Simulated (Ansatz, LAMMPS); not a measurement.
# Static equation of state of annealed Voronoi polycrystal of Si with 5 % C on Si sites (2 grains at the start) (214 atoms)

The cell holds 214 atoms: 203 Si and 11 C. Its edges and angles: a = 20.183 Å, b = 18.694 Å, c = 10.566 Å, α = 88.7°, β = 89.5°, γ = 88.0°. It derives from Si (diamond Si) and C. The starting structure: 2 columnar grains of diamond Si (a = 5.432 Å), 5 % of Si replaced at random by C at random centres and orientations, cut by Voronoi cells in a periodic box, atoms closer than 1.69 Å removed; annealed 10 ps at 1470 K with the Tersoff potential (Tersoff, Phys. Rev. B 39, 5566 (1989)), cooled to 300 K. Minimised at fixed cell.

Calculated with Ansatz 0.2.0: Kohn-Sham DFT, LDA, PAW (set soft_1), plane waves; cutoff 420 eV, Γ point, gaussian smearing of 0.05 eV. Cell and atoms were relaxed first, to V0 = 18.612 Å³ an atom at a residual P0 = -0.005 GPa. The cell was then scaled evenly, and the atoms were relaxed at each volume.

| volume (Å³/atom) | pressure (GPa) |
| --- | --- |
| 16.751 | 10.03 |
| 17.496 | ? |
| 18.054 | 2.381 |
| 19.171 | -2.385 |
| 19.729 | -4.491 |

**Question.** Fit the third-order Birch–Murnaghan equation to the rows given and interpolate to the withheld row.

Worked fit:

Take the Eulerian strain f = ½[(V0/V)^(2/3) − 1] and the normalised pressure F = (P − P0) / [3f(1 + 2f)^(5/2)]. The third-order Birch–Murnaghan equation is then the line F = B0 + (3/2)B0(B′ − 4) f, so u = f and v = F.

| u = f | v = F (GPa) |
| --- | --- |
| 0.0363831 | 77.1188 |
| 0.0102569 | 73.7015 |
| -0.00975650 | 85.4383 |
| -0.0190505 | 86.5025 |

With n = 4: mean u = 0.00445827, mean v = 80.6903, Σ(u − ū)² = 0.0018075, Σ(u − ū)(v − v̄) = -0.35867. Slope b = -0.35867 / 0.0018075 = -198.43; intercept a = v̄ − b ū = 81.575.

So B0 = a = 81.6 GPa and B′ = 4 + 2b/(3a) = 2.38. At the withheld volume f = 0.02106, F = a + b f = 77.40 GPa, and P = P0 + 3f(1 + 2f)^(5/2) F.

Prediction at 17.496: 5.415 GPa. The run gave 5.535 GPa, so the fit is low by 0.12 GPa (2.2 % of the value).

The series isn't one smooth equation of state: even a line fitted to all rows, the withheld one included, misses F by up to 8.4 %, the count of bonds changes along the series and an atom moves over 0.5 Å in some relaxation. B0 and B′ are then only the numbers of this fit, not moduli of the material. Among the rows given, the largest miss of the fit is at 16.751, by 0.36 GPa (2.5 % of the range of the table).

Limits: Static cells at zero temperature; the cell shape is held. The program notes that the SCF threshold of these relaxations is loose for the stress. The network of bonds at the start is that of the classical potential that made the cell, and needn't be the one that DFT or experiment would give. Only the Γ point is sampled, in a cell whose shortest periodic width is 11 Å, which is coarse for a cell with partly filled levels.

[Hosts, paths, dates, database ids (printed as entryN), source tags and the programs' standing remarks are cut or masked in the printed files.]
